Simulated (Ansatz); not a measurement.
**Sc3PbC (Pm-3m): phonons and vibrational spectra**

Wanted: vibrations and spectra of Sc3PbC (Pm-3m); the cell is already relaxed. After the zone centre comes a 4×4×4 q mesh on a 8×8×8 k mesh.

Method: DFT PBEsol, scalar-relativistic, plane waves, PAW; PAW set soft_1, in Ansatz 0.2.0.

### Step 1. The starting structure

It takes space group Pm-3m (No. 221, cubic). The conventional cell has a = 4.506 Å, b = 4.506 Å, c = 4.506 Å, α = 90.00°, β = 90.00°, γ = 90.00°. Nearest to Sc lie 2 C at 2.25 Å and 8 Sc at 3.19 Å and 4 Pb at 3.19 Å. Nearest to Pb lie 12 Sc at 3.19 Å. Nearest to C lie 6 Sc at 2.25 Å. Farther neighbours are not listed.

### Step 2. Modes at Γ

The cell comes from relaxations at this level that are not shown. The zone centre comes first: it holds the modes that light can see, as far as symmetry allows. No field response is asked, since the mesh shows no gap.

The input, input.yaml:

```yaml
crystal:
  lattice:
    - [4.5063304825, 0.0, 0.0]
    - [0.0, 4.5063304825, 0.0]
    - [0.0, 0.0, 4.5063304825]
  atoms:
    - { symbol: Sc, position: [0.0, 0.5, 0.5] }
    - { symbol: Sc, position: [0.5, 0.5, 0.0] }
    - { symbol: Sc, position: [0.5, 0.0, 0.5] }
    - { symbol: Pb, position: [0.0, 0.0, 0.0] }
    - { symbol: C, position: [0.5, 0.5, 0.5] }
kpoints:
  mp_grid: { grid: [8, 8, 8] }
hamiltonian:
  xc: pbesol
  pseudopotentials: { kind: paw, azcp: { folder: soft_1 }, xc_functional: pbe }
scf:
  occupations: { method: methfessel_paxton, width: 0.2 }
output:
  eigenvalues: true
phonons:
  method: dfpt
```

The run is started by

```sh
ansatz run input.yaml --threads 4 --pin off --max-ram 10240MiB --backend cpu --events-out ev --progress --plain --runs-dir out
```

Numbers of over 12 decimals in the logs are rounded to 6 here.

Log:

```text
zone centre: on kpoints.mp_grid the ground state, and the responses unless they are solved on pairs of k-points, stand on 125 of the mesh's 512 k-points, reduced under 8 symmetry operations, with k and −k counted as one. Each operation leaves every solved displacement unchanged or reverses it
Engine: ansatz 0.2.0, x86_64-unknown-linux-gnu
Pseudopotentials: kind: paw
Pseudopotential: Sc, paw, valence charge 11, recommended cutoff 420 eV (normal), soft_1/Sc.paw.azcp
Pseudopotential: Pb, paw, valence charge 14, recommended cutoff 420 eV (normal), soft_1/Pb.paw.azcp
Pseudopotential: C, paw, valence charge 4, recommended cutoff 420 eV (normal), soft_1/C.paw.azcp
Functional definition: PBEsol
  exchange = pbesol_x
  correlation = pbesol_c
Crystal: 5 atoms, lattice volume = 91.510 Å³
Basis set: ecut = 420 eV, 1791 PW (Γ), exchange–correlation on 64×64×64 points (8 copies of the dense FFT grid, shifted against one another)
Bands: 31, of which v1, the nominal top of the filled ones, is band 26 counted from 1 (25 counted from 0)
Symmetry: 48 space group operations
k-points: 125 of 512 (irreducible under 8 space group operations)
Non-local potential: Sc, projectors of the file, l = 0: 3, l = 1: 2, l = 2: 3, l = 3: 1
Non-local potential: Pb, projectors of the file, l = 0: 2, l = 1: 2, l = 2: 2, l = 3: 1
Non-local potential: C, projectors of the file, l = 0: 2, l = 1: 2, l = 2: 1
PAW form: soft (Blöchl's): semilocal exchange-correlation on the pseudo side does not see the compensation charge
PAW frozen core: Sc, regenerated for the run's functional, and the local potential with it (the file was generated under x = pbe(κ = 0.804, μ = 0.219515), c = pbe(β = 0.066725))
PAW frozen core: Pb, regenerated for the run's functional, and the local potential with it (the file was generated under x = pbe(κ = 0.804, μ = 0.219515), c = pbe(β = 0.066725))
PAW frozen core: C, regenerated for the run's functional, and the local potential with it (the file was generated under x = pbe(κ = 0.804, μ = 0.219515), c = pbe(β = 0.066725))
PAW one-centre angular grid: Sc, 590 points (default); XC on 64 Gauss nodes
PAW one-centre angular grid: Pb, 590 points (default); XC on 64 Gauss nodes
PAW one-centre angular grid: C, 110 points (default); XC on 64 Gauss nodes
Initial density: superposition of atomic densities (chi_scale 0.1, normalization cell, long waves kept (reshape's long-wave potential 0.00 eV rms))
Initial wavefunctions: pseudopotential atomic-orbital guess
Functional: x = pbesol(κ = 0.804, μ = 0.123457), c = pbesol(β = 0.046)
SCF iter   1: F=—  HF=-18346.179898 eV  |F-HF|=—  |Δ(HF+E_count)|=         —  Δρ=7.81e-2  dr2=1.62e1  ethr=3.10e-3  ⟨swp⟩=5.5  Hψ=34921  notcnv=0
automatic band count: the SCF goes on with 36 bands, as 31 were too few: they end inside the smearing window of the response
preconditioner: auto → Kerker (q_TF=auto, 2.475 Å⁻¹)  [metal: Δε(μ)=0.047 eV  Ē_g=9.390 eV  σ=0.200 eV  W_gap=0.20  n_scr=26 (ndim 8)  ℏωp=20.2 eV  f_vac=0.000  D(μ)=2.44/eV (n_scr^D=18)]
SCF iter   2: F=—  HF=-18343.208994 eV  |F-HF|=—  |Δ(HF+E_count)|=    2.97e0  S|Δr|=    0.00e0  Δρ=4.07e-2  dr2=5.41e0  ethr=3.10e-3  ⟨swp⟩=2.4  Hψ=8358  notcnv=0  defer=303
SCF iter   3: F=—  HF=-18341.824351 eV  |F-HF|=—  |Δ(HF+E_count)|=    1.38e0  S|Δr|=    0.00e0  Δρ=1.17e-2  dr2=3.03e-1  ethr=3.10e-3  ⟨swp⟩=2.7  Hψ=8524  notcnv=0  defer=266
SCF iter   4: F=—  HF=-18341.729939 eV  |F-HF|=—  |Δ(HF+E_count)|=   9.44e-2  S|Δr|=    0.00e0  Δρ=2.28e-3  dr2=8.50e-3  ethr=5.95e-4  ⟨swp⟩=2.1  Hψ=6451  notcnv=0  defer=245
SCF iter   5: F=—  HF=-18341.728119 eV  |F-HF|=—  |Δ(HF+E_count)|=   1.82e-3  S|Δr|=    0.00e0  Δρ=7.92e-4  dr2=5.69e-4  ethr=1.67e-5  ⟨swp⟩=2.0  Hψ=5321  notcnv=0  defer=245
SCF iter   6: F=—  HF=-18341.728082 eV  |F-HF|=—  |Δ(HF+E_count)|=   3.64e-5  S|Δr|=    0.00e0  Δρ=1.67e-4  dr2=2.15e-5  ethr=1.12e-6  ⟨swp⟩=2.7  Hψ=6059  notcnv=0  defer=245
SCF iter   7: F=—  HF=-18341.728081 eV  |F-HF|=—  |Δ(HF+E_count)|=   1.66e-6  S|Δr|=    0.00e0  Δρ=3.14e-5  dr2=9.97e-7  ethr=4.22e-8  ⟨swp⟩=2.8  Hψ=6098  notcnv=0  defer=245
SCF iter   8: F=—  HF=-18341.728081 eV  |F-HF|=—  |Δ(HF+E_count)|=   3.09e-7  S|Δr|=    0.00e0  Δρ=1.14e-5  dr2=1.04e-7  ethr=1.96e-9  ⟨swp⟩=2.0  Hψ=7132  notcnv=0  defer=245
SCF iter   9: F=—  HF=-18341.728081 eV  |F-HF|=—  |Δ(HF+E_count)|=   1.28e-8  S|Δr|=    0.00e0  Δρ=1.98e-6  dr2=3.91e-9  ethr=2.03e-10  ⟨swp⟩=2.0  Hψ=5287  notcnv=0  defer=245
SCF iter  10: F=—  HF=-18341.728081 eV  |F-HF|=—  |Δ(HF+E_count)|=  1.60e-10  S|Δr|=    0.00e0  Δρ=5.56e-7  dr2=2.32e-10  ethr=7.67e-12  ⟨swp⟩=2.0  Hψ=5854  notcnv=0  defer=245
SCF iter  11: F=—  HF=-18341.728081 eV  |F-HF|=—  |Δ(HF+E_count)|=  4.00e-11  S|Δr|=    0.00e0  Δρ=1.55e-7  dr2=2.11e-11  ethr=1.00e-12  ⟨swp⟩=2.0  Hψ=5407  notcnv=0  defer=245
SCF iter  12: F=-18341.728081 eV  HF=-18341.728081 eV  |F-HF|=3.64e-12  |Δ(HF+E_count)|=  7.28e-12  S|Δr|=    0.00e0  Δρ=3.61e-8  dr2=1.12e-12  ethr=1.00e-12  ⟨swp⟩=12.5  Hψ=21212  notcnv=0
SCF 1 converged in 12 iterations: F = -18341.728081 eV  dr2 = 1.12e-12
  greatest PAW one-centre occupation: 0.998 electrons in one spin orbital (limit 2), on the Sc atom at site 2 (counted from 0), in its partial waves of l = 0
DFPT response loops at Γ: preconditioner auto → Kerker (q_TF=auto, 2.475 Å⁻¹) (partly filled bands, converged f_vac=0.000); β = 1.00, the filter's whole step (`scf.mixing.beta` (0.50) is not read by the response loops under this deck's `scf.mixing.preconditioner`; to damp them name `kerker` or `kerker_dos`, under which they read `scf.mixing.beta`, and type it under 1.00, their step now; both keys bind the ground state too); Broyden in place of MSR1
SCF converged after 12 iterations
Stability not checked: this state was not tested for a lower state beside it, because cold or Methfessel-Paxton smearing, or corrected tetrahedra, fill the levels in a way that the test cannot read (fill_not_monotonic; see scf.lower_state_search)
Free energy (F): -18341.728081 eV
Harris-Foulkes:  -18341.728081 eV  (|F-HF|=3.64e-12)
Internal energy: -18341.725013 eV  (E = F + TS)
E sigma→0 (E₀):  -18341.727314 eV
Entropy (-TS):   -0.003068 eV (-0.614 meV/atom)
Fermi energy:    12.414799 eV
--- Per-component energies (eV) ---
  E_band       = -403.287016
  E_kinetic    = 1009.467508
  E_local      = -3212.104468  (includes V_loc(G=0)·N_el)
  E_nonlocal   = 761.449023
  E_hartree    = 1178.424564
  E_xc         = -507.769343
  E_vxc        = -513.940832  (∫ρ·V_xc dr)
  E_paw        = -13245.456177  (= ΣΔE_a)
  E_vpaw       = -805.007488  (= ΣTr[D̂ρ^β])
  E_aug_tail   = 0.000132  (compensation charges beyond the density's cutoff)
  E_ewald      = -4326.206600
  E_core_change = 0.470346  (= ΣΔE_core)
  E_smearing   = -0.003068  (= −TS)
  E_closure    = -0.000000  (closes the sum)
  Σ components = -18341.728081   (vs F -18341.728081, Δ=0.00e0)
--- Band table (eV; the first three rows and the last of 125) ---
  k-point 0: bands = [... 22 lower, 11.3775, 11.3775, 11.8755, 11.8755, 11.8755, 13.4664, 13.4664, 13.4664, ... 6 higher]
  k-point 1: bands = [... 22 lower, 11.4260, 11.4943, 11.6355, 11.6355, 11.9144, 12.8373, 13.6860, 13.6860, ... 6 higher]
  k-point 2: bands = [... 22 lower, 10.6840, 11.2121, 11.2121, 11.8216, 12.0179, 12.8141, 14.0462, 14.0462, ... 6 higher]
  k-point 124: bands = [... 22 lower, 10.0123, 10.0123, 10.0123, 13.2893, 13.2893, 13.2893, 13.5745, 13.5745, ... 6 higher]
--- Phonons (Γ-DFPT): 4 representative perturbations + reference, on 125 of 512 k-points (Σ response iterations 12) ---
  k mesh reduced under 8 symmetry operations, with k and −k counted as one. Each operation leaves every solved displacement unchanged or reverses it
  ASR residual: 2.613e-5 → 0.000e0 eV/Å²; symmetrization residual: 1.329e-6 eV/Å²
  ASR residual per site (eV/Å²): 6.32e-6 6.32e-6 6.32e-6 2.61e-5 6.66e-6
  Γ frequencies (cm⁻¹): 0.00 0.00 0.00 126.13 126.13 126.13 219.26 219.26 219.26 270.98 270.98 270.98 502.34 502.34 502.34
  non-analytic LO–TO correction: not included (Born effective charges unavailable; polar crystals: no LO–TO splitting at Γ)
```

Wall time 31 s (4 threads of AMD EPYC 9R14 (Zen 4), shared host); peak memory 1.6 GiB; 1.9 min of CPU time.

Reading the cycles: dr2 is the Hartree energy of the density residual (eV), the measure of convergence; HF is the Harris–Foulkes estimate of the energy, which meets the free energy F at convergence.

Numbers from this step:

| Property | Result |
| --- | --- |
| volume per atom | 18.30 Å³ |
| gap on the k-mesh | 0 eV |
| sum-rule residual before enforcement | 2.61e-5 eV/Å² |
| point group | m-3m |
| highest optical mode at the zone centre (no LO-TO term) | 502.3 cm⁻¹ |
| lowest optical zone-centre mode | 126.1 cm⁻¹ |

Patterns of degenerate modes are one choice out of their space. Modes at Γ, with each element's share of the kinetic energy:

```csv
mode,frequency (cm⁻¹),symmetry,Sc %,Pb %,C %
1,0.0,acoustic,38,59,3
2,0.0,acoustic,38,59,3
3,0.0,acoustic,38,59,3
4,126.1,T1u,55,41,4
5,126.1,T1u,55,41,4
6,126.1,T1u,55,41,4
7,219.3,T2u,100,0,0
8,219.3,T2u,100,0,0
9,219.3,T2u,100,0,0
10,271.0,T1u,94,0,6
11,271.0,T1u,94,0,6
12,271.0,T1u,94,0,6
13,502.3,T1u,13,0,87
14,502.3,T1u,13,0,87
15,502.3,T1u,13,0,87
```

Displacements in mode 4 (126.1 cm⁻¹), the largest set to 1:
```
Sc1  0.00 -0.82 -0.49
Sc2  0.00 -0.82 -0.60
Sc3  0.00 -1.00 -0.49
Pb4  0.00  0.62  0.37
C5   0.00 -0.78 -0.47
```

Displacements in mode 10 (271.0 cm⁻¹), the largest set to 1:
```
Sc1  0.00 -0.08 -0.65
Sc2  0.00 -0.08  1.00
Sc3  0.00  0.12 -0.65
Pb4  0.00  0.00  0.03
C5   0.00  0.08  0.68
```

Before it was imposed, the acoustic sum rule was missed by 2.6e-5 eV/Å². Small misses are needed for a sound result but don't prove that mesh and cutoff are converged. The lowest optical mode is real, 126 cm⁻¹.

### Step 3. Response at finite wavevector

Stability and thermal properties need the whole zone. Linear response on a 4×4×4 q mesh gives force constants as far as a supercell of that size would.

input.yaml: that of step 2 with these lines changed.

```diff
@@ -22 +22,8 @@
   method: dfpt
+  qmesh: [4, 4, 4]
+  temperatures: { t_max: 1000, t_step: 50 }
+  qpath:
+    path:
+      - [[0.0, 0.0, 0.0], [0.0, 0.5, 0.0], [0.5, 0.5, 0.0], [0.0, 0.0, 0.0], [0.5, 0.5, 0.5], [0.0, 0.5, 0.0]]
+      - [[0.5, 0.5, 0.5], [0.5, 0.5, 0.0]]
+    npoints: 10
```

Log:

```text
[...]
Crystal: 5 atoms, lattice volume = 91.510 Å³
Basis set: ecut = 420 eV, 1791 PW (Γ), exchange–correlation on 64×64×64 points (8 copies of the dense FFT grid, shifted against one another)
Bands: 31, of which v1, the nominal top of the filled ones, is band 26 counted from 1 (25 counted from 0)
Symmetry: 48 space group operations
k-points: 35 of 512
[...]
SCF iter   1: F=—  HF=-18346.180094 eV  |F-HF|=—  |Δ(HF+E_count)|=         —  Δρ=7.81e-2  dr2=1.62e1  ethr=3.10e-3  ⟨swp⟩=5.6  Hψ=9663  notcnv=0
[...]
SCF iter  12: F=-18341.728081 eV  HF=-18341.728081 eV  |F-HF|=3.64e-12  |Δ(HF+E_count)|=  3.64e-12  S|Δr|=    0.00e0  Δρ=3.31e-8  dr2=9.35e-13  ethr=1.00e-12  ⟨swp⟩=12.2  Hψ=5859  notcnv=0
SCF 1 converged in 12 iterations: F = -18341.728081 eV  dr2 = 9.35e-13
[...]
phonons: the bands overlap, so this run is a metal and interpolates without the dipole-dipole term. If the crystal is really an insulator or semiconductor, its LO-TO splitting is missing
NSCF: frozen V_eff on 35 k-points
[...]
DFPT response loops at q = (0, 0, 0) (fractional): preconditioner auto → Kerker (q_TF=auto, 2.475 Å⁻¹) (partly filled bands, converged f_vac=0.000); β = 1.00, the filter's whole step (`scf.mixing.beta` (0.50) is not read by the response loops under this deck's `scf.mixing.preconditioner`; to damp them name `kerker` or `kerker_dos`, under which they read `scf.mixing.beta`, and type it under 1.00, their step now; both keys bind the ground state too); Broyden in place of MSR1
[...]
SCF converged after 12 iterations
[...]
Free energy (F): -18341.728081 eV
[...]
Internal energy: -18341.725013 eV  (E = F + TS)
E sigma→0 (E₀):  -18341.727314 eV
Entropy (-TS):   -0.003068 eV (-0.614 meV/atom)
Fermi energy:    12.414799 eV
[...]
--- Band table (eV; the first three rows and the last of 35) ---
  k-point 0: bands = [... 22 lower, 11.3775, 11.3775, 11.8755, 11.8755, 11.8755, 13.4664, 13.4664, 13.4664, ... 6 higher]
  k-point 1: bands = [... 22 lower, 11.4260, 11.4943, 11.6355, 11.6355, 11.9144, 12.8373, 13.6860, 13.6860, ... 6 higher]
  k-point 2: bands = [... 22 lower, 10.6840, 11.2121, 11.2121, 11.8216, 12.0179, 12.8141, 14.0462, 14.0462, ... 6 higher]
  k-point 34: bands = [... 22 lower, 10.0123, 10.0123, 10.0123, 13.2893, 13.2893, 13.2893, 13.5745, 13.5745, ... 6 higher]
--- Phonons (Γ-DFPT): 4 representative perturbations + reference (Σ response iterations 12) ---
  ASR residual: 1.355e-5 → 0.000e0 eV/Å²; symmetrization residual: 1.622e-6 eV/Å²
  ASR residual per site (eV/Å²): 2.72e-6 2.72e-6 2.72e-6 1.36e-5 8.38e-6
[...]
--- Phonons (arbitrary-q DFPT): 10 irreducible q on the 4×4×4 mesh ---
  q = [0.0000, 0.0000, 0.0000] (star 1, of the zone-centre solve; hermiticity 2.64e-7, symmetrization 5.52e-12): -0.00 -0.00 0.00 126.13 126.13 126.13 219.26 219.26 219.26 270.98 270.98 270.98 502.34 502.34 502.34
  q = [0.0000, 0.0000, 0.2500] (star 6, 9 solved perturbations in 1560 linear systems a pass and spin channel, the states on 200 of 512 k-point pairs; hermiticity 3.14e-7, symmetrization 1.60e-12): 57.18 57.18 76.91 134.96 134.96 166.63 197.76 211.43 211.43 263.17 263.17 282.98 498.03 498.03 512.04
[...]
q = [0.0000, 0.2500, -0.5000] (star 12, 15 solved perturbations on 200 of 512 k-point pairs; hermiticity 5.91e-7, symmetrization 8.69e-9): 79.47 83.21 86.38 139.82 163.13 181.01 188.33 196.18 225.04 239.42 264.83 317.84 498.93 508.42 537.00
[...]
sum rule: each row above includes the acoustic sum rule's correction from the zone centre's row sums; it moved no ω² by more than (0.44 cm⁻¹)²
  mesh force constants: q→R imaginary residual 6.77e-19; ASR residual 1.355e-5 → 0.000e0 eV/Å²; symmetrization residual 1.155e-14 eV/Å²
  interpolated dispersion: 62 rows × 15 modes
  density of states and harmonic sums: on the 16×16×16 q-mesh, interpolated from the force constants of a 4×4×4 supercell (no non-analytic term)
  largest difference from the sums on the solved wave vectors: F 1.27e-2 eV, S 1.66e-5 and C_V 3.98e-6 eV/K
  zero-point energy: 0.228805 eV/cell   skipped modes (ω ≤ 0): 3   left out of the sums: 4.88e-5 of the cell's modes: C_V's classical limit lies that fraction below 3 k_B per atom; for a crystal, a wire or a layer, F and S can be off by more, and a phonons.interpolated_qmesh denser along its periods is the remedy for the sampling
```

Wall time 13 min (4 threads); peak memory 3.9 GiB.

Numbers from this step:

```
sum-rule residual before enforcement                       : 1.36e-5 eV/Å²
lowest frequency on the path                               : 0 cm⁻¹
highest frequency on the path or at a solved wavevector    : 547.7 cm⁻¹
mean frequency                                             : 246.1 cm⁻¹
Debye temperature (second moment)                          : 534 K
logarithmic mean frequency                                 : 203.8 cm⁻¹
lowest mode on the q mesh (acoustic modes at Γ apart)      : 57.18 cm⁻¹
zero-point energy per atom                                 : 45.76 meV
heat capacity at 300 K                                     : 21.69 J/(mol atoms K)
vibrational entropy at 300 K                               : 27.30 J/(mol atoms K)
edges of the widest gap between branches, on path and mesh : 367.9, 492 cm⁻¹
```

Frequencies (cm⁻¹) solved at each irreducible wavevector; negative means imaginary. Frequencies by wavevector, by row:

```csv
q in reciprocal lattice units,star,mode 1,mode 2,mode 3,mode 4,mode 13,mode 14,mode 15
0 0 0,1,0,0,0,126.1,502.3,502.3,502.3
0 0 0.25,6,57.2,57.2,76.9,135,498,498,512
0 0 -0.5,3,79.7,79.7,92.1,147.8,492,492,547.7
0 0.25 0.25,12,68.5,71.5,86.3,147.2,499.5,506.9,512.7
0 0.25 -0.5,12,79.5,83.2,86.4,139.8,498.9,508.4,537
0 -0.5 -0.5,3,82.5,82.5,87.5,109.1,498.6,526.2,526.2
0.25 0.25 0.25,8,76.2,76.2,89.9,147.1,507.5,507.5,509.8
0.25 0.25 -0.5,12,81.1,84.3,85.4,143.1,506.5,508,527.3
0.25 -0.5 -0.5,6,83.3,83.3,84.8,122.9,502.1,518.3,518.3
-0.5 -0.5 -0.5,1,83.5,83.5,83.5,134.7,519.5,519.5,519.5
```

Interpolated from a 4×4×4 q mesh. The phonon branches at the labelled points (cm⁻¹):

```csv
point,branch 1,branch 2,branch 3,branch 4,branch 12,branch 13,branch 14,branch 15
Γ,0,0,0,126,271,502,502,502
halfway,57,57,77,135,283,498,498,512
X,80,80,92,148,302,492,492,548
halfway,80,83,86,140,318,499,508,537
M,82,82,88,109,337,499,526,526
halfway,68,72,86,147,295,500,507,513
Γ,0,0,0,126,271,502,502,502
halfway,76,76,90,147,306,508,508,510
R,84,84,84,135,368,520,520,520
halfway,81,84,85,143,328,506,508,527
X,80,80,92,148,302,492,492,548
jump to R,84,84,84,135,368,520,520,520
halfway,83,83,85,123,346,502,518,518
M,82,82,88,109,337,499,526,526
```

(Continued in part 2 of 2.)

[Logs are printed without paths, hosts, clocks, repeated set-up lines and the standing remarks that a program may print on its own settings, such as how far it seeks lower states.]

[Hosts, paths, dates, database ids (printed as entryN), source tags and the programs' standing remarks are cut or masked in the printed files.]
